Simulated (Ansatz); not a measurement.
**Mn2InMo4: relaxing a made-up structure**

This structure for Mn2InMo4 is made up. Its elements were placed in a known structure type with a cell scaled to their sizes. What cell does the guess relax to, and how far off was it?

Program: Ansatz 0.2.0. Level of theory: DFT, PBE, plane-wave PAW, files of the set soft_1, scalar-relativistic, ferromagnetic start, cell and ions relaxed at zero pressure; PAW set soft_1. Results are calculated unless marked as measured.

## Step 1: The structure

It takes space group R-3m (No. 166, trigonal). Conventional cell: a = 3.551 Å, b = 3.551 Å, c = 34.147 Å, α = 90.00°, β = 90.00°, γ = 120.00°. In has 6 Mo at 2.50 Å nearest. Nearest to Mo lie 3 In at 2.50 Å and 3 Mn at 2.68 Å. Nearest to Mo lie 3 Mn at 2.37 Å. Nearest to Mn lie 6 Mo at 2.37 to 2.68 Å. Farther neighbours are not listed.

As a file:

```cif
data_structure
_symmetry_space_group_name_H-M 'P 1'
_symmetry_Int_Tables_number 1
_cell_length_a 11.5655
_cell_length_b 11.5655
_cell_length_c 11.5655
_cell_angle_alpha 17.662
_cell_angle_beta 17.662
_cell_angle_gamma 17.662
_cell_volume 124.30
loop_
_atom_site_label
_atom_site_type_symbol
_atom_site_fract_x
_atom_site_fract_y
_atom_site_fract_z
_atom_site_occupancy
In1 In 0.00000 0.00000 0.00000 1
Mo2 Mo 0.70857 0.70857 0.70857 1
Mo3 Mo 0.29143 0.29143 0.29143 1
Mo4 Mo 0.87257 0.87257 0.87257 1
Mo5 Mo 0.12743 0.12743 0.12743 1
Mn6 Mn 0.57433 0.57433 0.57433 1
Mn7 Mn 0.42567 0.42567 0.42567 1
```

## Step 2: Relaxation of the guess

The guessed cell has no reason to be at equilibrium. It is relaxed with the atoms, within the space group of the guess.

Contents of input.yaml:

```yaml
crystal:
  lattice:
    - [1.7755, 1.025085403, 11.382333333]
    - [-1.7755, 1.025085403, 11.382333333]
    - [0.0, -2.050170806, 11.382333333]
  atoms:
    - { symbol: In, position: [0.0, 0.0, 0.0] }
    - { symbol: Mo, position: [0.708566667, 0.708566667, 0.708566667], spin: 1.0 }
    - { symbol: Mo, position: [0.291433333, 0.291433333, 0.291433333], spin: 1.0 }
    - { symbol: Mo, position: [0.872566667, 0.872566667, 0.872566667], spin: 1.0 }
    - { symbol: Mo, position: [0.127433333, 0.127433333, 0.127433333], spin: 1.0 }
    - { symbol: Mn, position: [0.574333333, 0.574333333, 0.574333333], spin: 4.0 }
    - { symbol: Mn, position: [0.425666667, 0.425666667, 0.425666667], spin: 4.0 }
magnetization:
  spin_polarized: true
kpoints:
  mp_grid: { grid: [9, 9, 9] }
scf:
  occupations: { method: fermi_dirac, width: 0.05 }
hamiltonian:
  xc: pbe
  pseudopotentials: { kind: paw, azcp: { folder: soft_1 } }
relax:
  f_tol: 0.015
  max_steps: 70
  cell: {}
output:
  forces: true
  stress: true
```

Command:

```console
ansatz run input.yaml --threads 4 --pin off --max-ram 10240MiB --backend cpu --events-out ev --progress --plain --runs-dir out
```

Numbers of over 12 decimals in the logs are rounded to 6 here.

What it wrote:

```text
basis.fft_grid_basis auto: the FFT boxes are laid along the combinations [[1, 0, -1], [0, 1, -1], [0, 0, 1]] of the cell's own vectors, 3.551, 3.551 and 11.565 Å long. The dense box has 24×24×80 points. Along the cell's own vectors, as sized, it would have 80×80×80, 11.11 times as many. Of the 12 symmetry operations that the crystal satisfies within crystal.symmetry.tolerance (time reversal apart; of a slab, those th [...]
Engine: ansatz 0.2.0, x86_64-unknown-linux-gnu
Pseudopotentials: kind: paw
Pseudopotential: In, paw, valence charge 13, recommended cutoff 420 eV (normal), soft_1/In.paw.azcp
Pseudopotential: Mo, paw, valence charge 14, recommended cutoff 420 eV (normal), soft_1/Mo.paw.azcp
Pseudopotential: Mn, paw, valence charge 15, recommended cutoff 420 eV (normal), soft_1/Mn.paw.azcp
Functional definition: PBE
  parameter kappa = 0.804
  parameter beta = 0.066725
  exchange = pbe_x(kappa = kappa, mu = beta*pi^2/3)
  correlation = pbe_c(beta = beta)
Crystal: 7 atoms, lattice volume = 124.298 Å³
Basis set: ecut = 420 eV, 2391 PW (Γ), FFT grids on a1−a3, a2−a3, a3, exchange–correlation on 48×48×160 points (8 copies of the dense FFT grid, shifted against one another)
Bands: 67, of which v1, the nominal top of the filled ones, is band 50 counted from 1 (49 counted from 0)
Symmetry: 12 space group operations
Space group: R-3m (ITA 166), of the structure as read, at distance tolerance 5.0e-5 Å
Magnetic group: BNS 166.97 (UNI 1327), of the structure as read, at distance tolerance 5.0e-5 Å
k-points: 85 of 729
Non-local potential: In, projectors of the file, l = 0: 2, l = 1: 2, l = 2: 2, l = 3: 1
Non-local potential: Mo, projectors of the file, l = 0: 3, l = 1: 2, l = 2: 2, l = 3: 1
Non-local potential: Mn, projectors of the file, l = 0: 3, l = 1: 2, l = 2: 3, l = 3: 1
PAW form: soft (Blöchl's): semilocal exchange-correlation on the pseudo side does not see the compensation charge
PAW one-centre angular grid: In, 590 points (default); XC on 64 Gauss nodes
PAW one-centre angular grid: Mo, 590 points (default); XC on 64 Gauss nodes
PAW one-centre angular grid: Mn, 590 points (default); XC on 64 Gauss nodes
Initial density: superposition of atomic densities (chi_scale 0.1, normalization cell, long waves kept (reshape's long-wave potential 0.43 eV rms))
Starting moments: Σ|m| = 12 μB on 6 of 7 sites
Initial wavefunctions: pseudopotential atomic-orbital guess
Functional: x = pbe(κ = 0.804, μ = 0.219515), c = pbe(β = 0.066725)
SCF iter   1: F=—  HF=-33208.684429 eV  |F-HF|=—  |Δ(HF+E_count)|=         —  Δρ=6.91e-2 (↑6.20e-2 ↓6.91e-2)  dr2=3.67e1  dr2_m=1.29e0  M=7.921 μB ∫|m|=7.935 μB  β_m=0.30  ethr=3.10e-3  ⟨swp⟩=6.1  Hψ=38988  notcnv=0  defer=6
Mixer restart at iter 1: flushing history
preconditioner: auto → Kerker (q_TF=auto, 2.627 Å⁻¹)  [metal: Δε(μ)=0.003 eV  Ē_g=7.302 eV  σ=0.050 eV  W_gap=0.01  n_scr=44 (ndim 8)  ℏωp=23.8 eV  f_vac=0.000  D(μ)=5.57/eV (n_scr^D=52)]
spin=Collinear: Kerker preconditioning applied to the charge; magnetization (m = ρ↑ − ρ↓) channel mixes plain (no charge-response kernel on spin).
SCF iter   2: F=—  HF=-33208.984727 eV  |F-HF|=—  |Δ(HF+E_count)|=   3.00e-1  Δρ=5.19e-2 (↑4.78e-2 ↓5.19e-2)  dr2=1.91e1  dr2_m=1.31e0  M=7.267 μB ∫|m|=7.362 μB  β_m=0.62  ethr=3.10e-3  ⟨swp⟩=2.5  Hψ=19103  notcnv=0  defer=760
SCF iter   3: F=—  HF=-33208.765205 eV  |F-HF|=—  |Δ(HF+E_count)|=   2.20e-1  Δρ=3.39e-2 (↑1.31e-2 ↓3.39e-2)  dr2=3.34e0  dr2_m=4.41e-1  M=5.075 μB ∫|m|=6.153 μB  β_m=0.66  ethr=3.10e-3  ⟨swp⟩=3.0  Hψ=23876  notcnv=0  defer=833
SCF iter   4: F=—  HF=-33208.909013 eV  |F-HF|=—  |Δ(HF+E_count)|=   1.44e-1  Δρ=3.81e-2 (↑3.81e-2 ↓1.25e-2)  dr2=1.77e0  dr2_m=4.78e-1  M=3.302 μB ∫|m|=5.266 μB  β_m=0.80  ethr=3.10e-3  ⟨swp⟩=3.0  Hψ=18605  notcnv=0  defer=779
SCF iter   5: F=—  HF=-33209.655617 eV  |F-HF|=—  |Δ(HF+E_count)|=   7.47e-1  Δρ=2.29e-2 (↑2.29e-2 ↓5.24e-3)  dr2=5.59e-1  dr2_m=1.83e-1  M=2.455 μB ∫|m|=4.816 μB  β_m=0.90  ethr=1.79e-3  ⟨swp⟩=2.3  Hψ=17503  notcnv=0  defer=733
SCF iter   6: F=—  HF=-33209.734082 eV  |F-HF|=—  |Δ(HF+E_count)|=   7.85e-2  Δρ=6.70e-3 (↑5.17e-3 ↓6.70e-3)  dr2=1.67e-2  dr2_m=3.80e-2  M=1.725 μB ∫|m|=4.444 μB  β_m=0.95  ethr=5.65e-4  ⟨swp⟩=2.5  Hψ=19745  notcnv=0  defer=639
SCF iter   7: F=—  HF=-33209.828654 eV  |F-HF|=—  |Δ(HF+E_count)|=         —  Δρ=1.26e-2 (↑1.02e-2 ↓1.26e-2)  dr2=1.98e-2  dr2_m=1.47e-1  M=1.101 μB ∫|m|=3.417 μB  β_m=0.95  ethr=1.69e-5  ⟨swp⟩=2.1  Hψ=21685  notcnv=0  defer=625
Mixer restart at iter 7: flushing history
SCF iter   8: F=—  HF=-33209.828371 eV  |F-HF|=—  |Δ(HF+E_count)|=   2.83e-4  Δρ=8.76e-3 (↑8.76e-3 ↓6.77e-3)  dr2=4.48e-3  dr2_m=6.78e-2  M=1.014 μB ∫|m|=2.942 μB  β_m=0.83  ethr=1.69e-5  ⟨swp⟩=2.6  Hψ=21663  notcnv=0  defer=625
SCF iter   9: F=—  HF=-33209.838717 eV  |F-HF|=—  |Δ(HF+E_count)|=   1.03e-2  Δρ=6.84e-3 (↑1.75e-3 ↓6.84e-3)  dr2=6.48e-2  dr2_m=9.92e-3  M=0.927 μB ∫|m|=2.516 μB  β_m=0.81  ethr=4.52e-6  ⟨swp⟩=2.4  Hψ=22776  notcnv=0  defer=625
SCF iter  10: F=—  HF=-33209.828276 eV  |F-HF|=—  |Δ(HF+E_count)|=   1.04e-2  Δρ=3.57e-3 (↑3.57e-3 ↓8.15e-4)  dr2=1.11e-2  dr2_m=4.83e-3  M=0.804 μB ∫|m|=2.087 μB  β_m=0.74  ethr=4.52e-6  ⟨swp⟩=2.6  Hψ=23275  notcnv=0  defer=615
SCF iter  11: F=—  HF=-33209.827616 eV  |F-HF|=—  |Δ(HF+E_count)|=   6.60e-4  Δρ=1.21e-3 (↑1.21e-3 ↓3.79e-4)  dr2=1.68e-3  dr2_m=5.87e-4  M=0.763 μB ∫|m|=1.946 μB  β_m=0.87  ethr=4.52e-6  ⟨swp⟩=2.2  Hψ=20910  notcnv=0  defer=570
SCF iter  12: F=—  HF=-33209.827550 eV  |F-HF|=—  |Δ(HF+E_count)|=   6.59e-5  Δρ=4.22e-4 (↑1.32e-4 ↓4.22e-4)  dr2=1.70e-4  dr2_m=7.59e-5  M=0.730 μB ∫|m|=1.860 μB  β_m=0.93  ethr=1.69e-6  ⟨swp⟩=2.1  Hψ=16280  notcnv=0  defer=559
SCF iter  13: F=—  HF=-33209.827680 eV  |F-HF|=—  |Δ(HF+E_count)|=   1.30e-4  Δρ=4.03e-4 (↑5.53e-5 ↓4.03e-4)  dr2=2.45e-4  dr2_m=4.88e-5  M=0.714 μB ∫|m|=1.814 μB  β_m=0.97  ethr=1.72e-7  ⟨swp⟩=2.0  Hψ=14824  notcnv=0  defer=559
SCF iter  14: F=—  HF=-33209.827677 eV  |F-HF|=—  |Δ(HF+E_count)|=   3.30e-6  Δρ=1.63e-4 (↑9.96e-5 ↓1.63e-4)  dr2=7.65e-6  dr2_m=1.93e-5  M=0.690 μB ∫|m|=1.743 μB  β_m=0.98  ethr=1.72e-7  ⟨swp⟩=2.0  Hψ=16676  notcnv=0  defer=559
SCF iter  15: F=—  HF=-33209.827678 eV  |F-HF|=—  |Δ(HF+E_count)|=   1.49e-6  Δρ=4.65e-5 (↑1.92e-5 ↓4.65e-5)  dr2=1.23e-6  dr2_m=1.20e-6  M=0.696 μB ∫|m|=1.765 μB  β_m=0.99  ethr=7.73e-9  ⟨swp⟩=2.0  Hψ=16996  notcnv=0  defer=558
SCF iter  16: F=—  HF=-33209.827679 eV  |F-HF|=—  |Δ(HF+E_count)|=   9.22e-8  Δρ=5.79e-6 (↑4.53e-6 ↓5.79e-6)  dr2=1.51e-8  dr2_m=2.90e-8  M=0.698 μB ∫|m|=1.772 μB  β_m=1.00  ethr=1.24e-9  ⟨swp⟩=2.0  Hψ=16811  notcnv=0  defer=558
[...]
relax step   9: F+E_penalty+E_count = -33214.70631183 eV  Δ(F+E_penalty+E_count) = -5.870e-4 eV  max|allowed force component| = 1.122e-2 eV/Å  Δτ_max = 0.0090 Å  P = +0.054 GPa  Ω = 121.823 Å³  energy of the carried Pulay correction = +1.378e-3 eV  (10 SCF iters, dr2 threshold 5.46e-8 eV, accepted)
relax step  10: F+E_penalty+E_count = -33214.70649759 eV  Δ(F+E_penalty+E_count) = -1.858e-4 eV  max|allowed force component| = 1.121e-2 eV/Å  Δτ_max = 0.0045 Å  P = +0.057 GPa  Ω = 121.853 Å³  energy of the carried Pulay correction = +1.361e-3 eV  (10 SCF iters, dr2 threshold 2.98e-8 eV, accepted)
relax step  11: F+E_penalty+E_count = -33214.70624478 eV  Δ(F+E_penalty+E_count) = +2.528e-4 eV  max|allowed force component| = 5.670e-2 eV/Å  Δτ_max = 0.0041 Å  P = -0.237 GPa  Ω = 121.918 Å³  energy of the carried Pulay correction = +1.325e-3 eV  (11 SCF iters, dr2 threshold 2.04e-8 eV, rejected (line search))
relax step  12: F+E_penalty+E_count = -33214.70655217 eV  Δ(F+E_penalty+E_count) = -5.459e-5 eV  max|allowed force component| = 1.405e-3 eV/Å  Δτ_max = 0.0006 Å  P = +0.004 GPa  Ω = 121.864 Å³  energy of the carried Pulay correction = +1.355e-3 eV  (12 SCF iters, accepted)
relax step  13: F+E_penalty+E_count = -33214.70503532 eV  Δ(F+E_penalty+E_count) = +1.517e-3 eV  max|allowed force component| = 1.582e-3 eV/Å  Δτ_max = 0.0000 Å  P = +0.033 GPa  Ω = 121.864 Å³  stress off target by 5.78e-2 GPa  SCF on the basis re-selected at this cell (its energy is not comparable with the rows above)  (12 SCF iters)
relax step  14: F+E_penalty+E_count = -33214.70505578 eV  Δ(F+E_penalty+E_count) = -2.047e-5 eV  max|allowed force component| = 2.915e-4 eV/Å  Δτ_max = 0.0017 Å  P = +0.005 GPa  Ω = 121.875 Å³  energy of the carried Pulay correction = -2.109e-5 eV  (10 SCF iters, dr2 threshold 8.34e-9 eV, accepted)
iter 1 solved again at ethr=3.32e-7 eV; its pass at ethr=3.10e-3 eV (dr2=3.28e-4 eV) is discarded
SCF iter   1: F=—  HF=-33214.705060 eV  |F-HF|=—  |Δ(HF+E_count)|=         —  Δρ=1.42e-6 (↑1.41e-6 ↓1.42e-6)  dr2=2.41e-9  dr2_m=6.78e-13  M=-0.000 μB ∫|m|=0.000 μB  β_m=0.65  ethr=3.32e-7  ⟨swp⟩=3.0  Hψ=65774  notcnv=0
eigensolver tolerance schedule: the retry pair's looser diagonalisation over-reported the residual by 136202.83 of it (diagonalisation noise at an unbounded share of the residual, at the tolerance the schedule requests for it); recorded, not acted on — ethr = c·dr2/N_el stays at c = 1.0e-1
preconditioner: auto → Kerker (q_TF=auto, 2.077 Å⁻¹)  [metal: Δε(μ)=0.004 eV  Ē_g=7.232 eV  σ=0.050 eV  W_gap=0.02  n_scr=18 (ndim 8)  ℏωp=24.0 eV  f_vac=0.000  D(μ)=4.13/eV (n_scr^D=38)]
spin=Collinear: Kerker preconditioning applied to the charge; magnetization (m = ρ↑ − ρ↓) channel mixes plain (no charge-response kernel on spin).
SCF iter   2: F=—  HF=-33214.705061 eV  |F-HF|=—  |Δ(HF+E_count)|=   8.96e-7  Δρ=5.94e-7 (↑5.94e-7 ↓5.84e-7)  dr2=6.30e-10  dr2_m=2.79e-13  M=0.000 μB ∫|m|=0.000 μB  β_m=0.45  ethr=2.43e-12  ⟨swp⟩=4.0  Hψ=30840  notcnv=0
SCF iter   3: F=—  HF=-33214.705061 eV  |F-HF|=—  |Δ(HF+E_count)|=  1.96e-10  Δρ=3.87e-7 (↑3.86e-7 ↓3.87e-7)  dr2=2.17e-10  dr2_m=2.29e-13  M=0.000 μB ∫|m|=0.000 μB  β_m=0.64  ethr=1.00e-12  ⟨swp⟩=2.0  Hψ=13907  notcnv=0
SCF iter   4: F=—  HF=-33214.705061 eV  |F-HF|=—  |Δ(HF+E_count)|=  3.42e-10  Δρ=1.35e-7 (↑1.35e-7 ↓1.31e-7)  dr2=3.00e-11  dr2_m=6.58e-14  M=0.000 μB ∫|m|=0.000 μB  β_m=0.74  ethr=1.00e-12  ⟨swp⟩=1.0  Hψ=11390  notcnv=0
SCF iter   5: F=-33214.705061 eV  HF=-33214.705061 eV  |F-HF|=5.09e-11  |Δ(HF+E_count)|=  5.09e-11  Δρ=8.37e-8 (↑8.18e-8 ↓8.37e-8)  dr2=5.17e-11  dr2_m=2.28e-15  M=0.000 μB ∫|m|=0.000 μB  ethr=1.00e-12  ⟨swp⟩=2.0  Hψ=31885  notcnv=0
the starting moments were not kept: the SCF closed with an absolute magnetisation of 2.6e-7 μB, where they sum to 12 μB in size (6 sites). That is at most 0.1 of that sum. Measured as dr2_m measures the in/out step, that magnetisation stands 1.4e-14 eV from none, at or under the dr2_threshold of 7.0e-11 eV: it is no larger than a step whose dr2_m would equal this threshold.
SCF 15 converged in 5 iterations: F = -33214.705061 eV  dr2 = 5.17e-11
relax step  15: F+E_penalty+E_count = -33214.70506128 eV  Δ(F+E_penalty+E_count) = -5.493e-6 eV  max|allowed force component| = 2.906e-4 eV/Å  Δτ_max = 0.0000 Å  P = +0.005 GPa  Ω = 121.875 Å³  stress off target by 6.82e-3 GPa  SCF on the basis re-selected at this cell (its energy is not comparable with the rows above)  (5 SCF iters)
basis re-selected at this cell: Δ(F+E_penalty+E_count) = -5.493e-6 eV, ΔP = +0.000 GPa vs the last step (what re-selecting the basis moved, of the pressure what is left beyond the Pulay correction that the steps carried, after the strain that the cell walked since its last selection, with what the two solves' SCF thresholds leave and, on support functions, any second-order correction that the steps lacked; it is no m [...]
SCF converged after 5 iterations
Magnetization: 0.0000 μB (49.5000 up, 49.5000 down)
Absolute magnetization: 0.0000 μB (∫|ρ↑−ρ↓|, with the PAW one-centre terms)
Spin contamination: 0.0000 ħ² per cell (⟨S²⟩ above its minimum at these occupations)
Per-site moments (μB) at R_I (Å): [(2.0206045192406342e-9, 1.279415), (-3.431740859465026e-8, 0.969450), (-3.4317408717481296e-8, 0.969450), (-7.629618430700961e-9, 0.971139), (-7.62961855628096e-9, 0.971139), (6.506163386651632e-8, 0.969450), (6.506163398013556e-8, 0.969450)]
Free energy (F): -33214.705061 eV
Harris-Foulkes:  -33214.705061 eV  (|F-HF|=5.09e-11)
Internal energy: -33214.670202 eV  (E = F + TS)
E sigma→0 (E₀):  -33214.687632 eV
Entropy (-TS):   -0.034859 eV (-4.980 meV/atom)
Fermi energy:    16.197745 eV
--- Per-component energies (eV) ---
  E_band       = -872.023295
  E_kinetic    = 2549.617540
  E_local      = -11706.435777  (includes V_loc(G=0)·N_el)
  E_nonlocal   = 1838.413610
  E_hartree    = 4652.295122
  E_xc         = -1065.853949
  E_vxc        = -1246.992368  (∫ρ·V_xc dr)
  E_paw        = -19708.078842  (= ΣΔE_a)
  E_vpaw       = -1611.216845  (= ΣTr[D̂ρ^β])
  E_aug_tail   = 0.000566  (compensation charges beyond the density's cutoff)
  E_ewald      = -9774.628472
  E_smearing   = -0.034859  (= −TS)
  E_closure    = 0.000000  (closes the sum)
  Σ components = -33214.705061   (vs F -33214.705061, Δ=0.00e0)
--- Forces (eV/Å), atoms counted from 1 ---
  atom   1  In    -0.00000000    -0.00000000    -0.00000000
  atom   2  Mo     0.00000000     0.00000000    -0.00029059
  atom   3  Mo     0.00000000    -0.00000000     0.00029059
  atom   4  Mo     0.00000000    -0.00000000    -0.00014156
  atom   5  Mo     0.00000000     0.00000000     0.00014156
  atom   6  Mn     0.00000000    -0.00000000     0.00026474
  atom   7  Mn     0.00000000     0.00000000    -0.00026474
  max |Σ_I F_I| component: 5.42e-20 eV/Å
--- Stress (GPa, compression-positive) ---
        0.006823      -0.000000      -0.000000
       -0.000000       0.006823      -0.000000
       -0.000000      -0.000000       0.001260
  P = ⅓ Tr σ = 0.0050 GPa (0.050 kbar)
--- Relaxed structure (13 steps of the walk, 12 accepted, 2 SCFs on fresh bases) ---
  F+E_penalty+E_count = -33214.70506128 eV   max|allowed force component| = 2.906e-4 eV/Å   (the final SCF, on the basis selected at the relaxed cell)
  cell:  # Å, volume = 121.8751 Å³
    - [1.781815, 1.028731, 11.081513]
    - [-1.781815, 1.028731, 11.081513]
    - [0, -2.057463, 11.081513]
  atoms:
    - { symbol: In, position: [1.2065388630232772e-19, 1.2065388630232748e-19, 1.2065388630232755e-19] }
    - { symbol: Mo, position: [0.736481, 0.736481, 0.736481] }
    - { symbol: Mo, position: [0.263519, 0.263519, 0.263519] }
    - { symbol: Mo, position: [0.861597, 0.861597, 0.861597] }
    - { symbol: Mo, position: [0.138403, 0.138403, 0.138403] }
    - { symbol: Mn, position: [0.562685, 0.562685, 0.562685] }
    - { symbol: Mn, position: [0.437315, 0.437315, 0.437315] }
```

Wall time 2 min (4 threads of AMD EPYC 9B45 (Zen 5), shared host); peak memory 1.3 GiB.

Relaxation path:

```tsv
step	energy less that of the first step (eV)	largest force component (eV/Å)	pressure (GPa)	volume (Å³)
1	0.0000	5.9573	1.33	124.30
2	-2.0833	4.4683	-3.50	123.91
3	-3.5665	2.5765	1.56	120.04
4	-4.1820	0.6520	4.59	119.69
5	-4.5929	0.6767	2.67	118.46
6	-4.8415	0.2850	2.41	118.83
7	-4.8645	0.2713	-0.94	122.40
8	-4.8780	0.0295	0.09	121.68
9	-4.8786	0.0112	0.05	121.82
10	-4.8788	0.0112	0.06	121.85
11	-4.8786	0.0567	-0.24	121.92
12	-4.8789	0.0014	0.00	121.86
13*	-4.8774	0.0016	0.03	121.86
14	-4.8774	0.0003	0.00	121.88
15*	-4.8774	0.0003	0.00	121.88
```

Relaxation steps marked * repeat the geometry before them on a plane-wave basis chosen anew for their cell, so energy and pressure can jump there. Relaxation step 11 was tried and not accepted.

The run keeps the 12 symmetry operations that it works with, so distortions that break them were not tested.

```tsv
conventional cell, symmetrised	before	after	change
a (Å)	3.551	3.564	+0.4 %
b (Å)	3.551	3.564	+0.4 %
c (Å)	34.147	33.245	-2.6 %
volume (Å³/atom)	17.76	17.41	-1.9 %
```

The atoms that moved most (Å, as changes of fractional coordinates times the final cell):

```tsv
atom	dx	dy	dz	length
Mo3	0.000	0.000	-0.928	0.928
Mo2	0.000	0.000	0.928	0.928
Mn6	0.000	0.000	-0.387	0.387
Mn7	0.000	0.000	0.387	0.387
Mo4	0.000	0.000	-0.365	0.365
Mo5	0.000	0.000	0.365	0.365
```

The relaxed structure:

```xyz
7
Lattice="1.7818 1.0287 11.0815 -1.7818 1.0287 11.0815 0.0000 -2.0575 11.0815" Properties=species:S:1:pos:R:3 pbc="T T T"
In    0.0000    0.0000    0.0000
Mo    0.0000    0.0000   24.4840
Mo    0.0000    0.0000    8.7606
Mo    0.0000    0.0000   28.6434
Mo    0.0000    0.0000    4.6011
Mn    0.0000    0.0000   18.7062
Mn    0.0000    0.0000   14.5383
```

Numbers from this step:

| Property | Result |
| --- | --- |
| free energy | -33214.7051 eV |
| energy at zero smearing | -33214.6876 eV |
| smearing term TS | 0.03486 eV |
| Fermi energy | 16.20 eV |
| electrons | 99 |
| symmetry operations | 12 |
| pressure | 0.004969 GPa |

Shortest distances by pair of elements, guess and relaxed (not always the same contact):

```tsv
pair	guess (Å)	relaxed (Å)
Mn–Mo	2.375	2.350
Mo–Mo	3.374	2.787
In–Mo	2.500	3.102
In–In	3.551	3.564
Mn–Mn	3.551	3.564
```

The relaxation ends with a largest force component of 2.9e-4 eV/Å and a pressure of 0.00 GPa. The starting moments have collapsed: the run ends non-magnetic.

## Step 3: Summary of results

- space group, relaxed: R-3m
- conventional cell: a = 3.564, b = 3.564, c = 33.245 Å; α = 90.0°, β = 90.0°, γ = 120.0°
- volume per atom: 17.41 Å³ (guess 17.76)
- total moment: 0.00 μB in the cell of 7 atoms

Mn2InMo4 relaxes to R-3m with a = 3.564, b = 3.564 and c = 33.245 Å. The guessed volume was 2 % too large. The space group R-3m was held in the relaxation, so the end point is a stationary structure within it and may be a saddle against distortions or other arrangements. The moments died out from this one start and weren't seeded again at the relaxed cell. Mesh and cutoff weren't tested. No dispersion term is used, so weakly bound directions may come out too long. Nothing here tests whether the compound is stable against decomposition.

[Logs are printed without paths, hosts, clocks, repeated set-up lines and the standing remarks that a program may print on its own settings, such as how far it seeks lower states.]

[Hosts, paths, dates, database ids (printed as entryN), source tags and the programs' standing remarks are cut or masked in the printed files.]
